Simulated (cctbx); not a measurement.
## Lattice, Laue class and space group of a new crystal

Cell: a = 6.6960 Å, b = 8.7850 Å, c = 8.8550 Å, α = 108.48°, β = 103.32°, γ = 97.50°. Expected content of the cell: Tl2 Ir4 Br8 O3.

The data are simulated with cctbx, not measured: synchrotron X-rays, λ = 0.7749 Å, to d = 0.77 Å, 70 % of the full sphere, strongest reflection 20000 counts, noise from counting, a 6 % proportional error and a noise floor of 15 counts (s.d.); no absorption, some extinction.

Tests on the unmerged data give:

```text
2989 reflections to d = 0.770 A
centring   violations  <I/sigma> of those
    A       1144 of  1476      9.6
    B       1125 of  1503      9.2
    C       1153 of  1493      9.6
    I       1161 of  1489      9.7
    R       1551 of  2033      9.5
    F       1711 of  2236      9.5
Laue class    unique    Rint  (classes that these axes allow; Friedel mates merged)
P -1             1964   0.041
space group    extra absences  I>4sigma  <I/sigma>
P 1                     0          0         -  acentric
P -1                    0          0         -  centric
Wilson B = 0.84 A^2   <|E^2-1|> = 0.925 (0.968 centric, 0.736 acentric)   E^2>4: 3.1 %
shell (A)         n   <I/sigma>
 8.13 - 1.54    243     12.7
 1.54 - 1.22    247     12.3
 1.22 - 1.07    246     11.8
 1.07 - 0.97    236     10.5
 0.97 - 0.90    247     10.5
 0.90 - 0.85    239      9.9
 0.85 - 0.81    247     10.6
 0.81 - 0.77    259      9.9
```

Q: Read the symmetry from these tables.

Every centring test has many violations, so the lattice is primitive.

Only P -1 fits these axes (Rint 0.041); a search for a hidden higher lattice was not made.

2 settings pass the absence test. No glide or screw absences show, which leaves P 1 and P -1.

⟨|E²−1|⟩ = 0.925 leans to a centrosymmetric structure. The Wilson B of 0.84 Å² means U ≈ 0.0106 Å².

The true group is P-1 (no. 2), Laue class -1, centrosymmetric. The tables only narrow the choice to the tied entries; cell content, site symmetry and trial solutions must settle it.

The model was made for the exercise: a known structure type with other elements put in, its volume estimated, not relaxed; displacement parameters are assumed.

[Logs are printed without paths, hosts, clocks, repeated set-up lines and the standing remarks that a program may print on its own settings, such as how far it seeks lower states.]
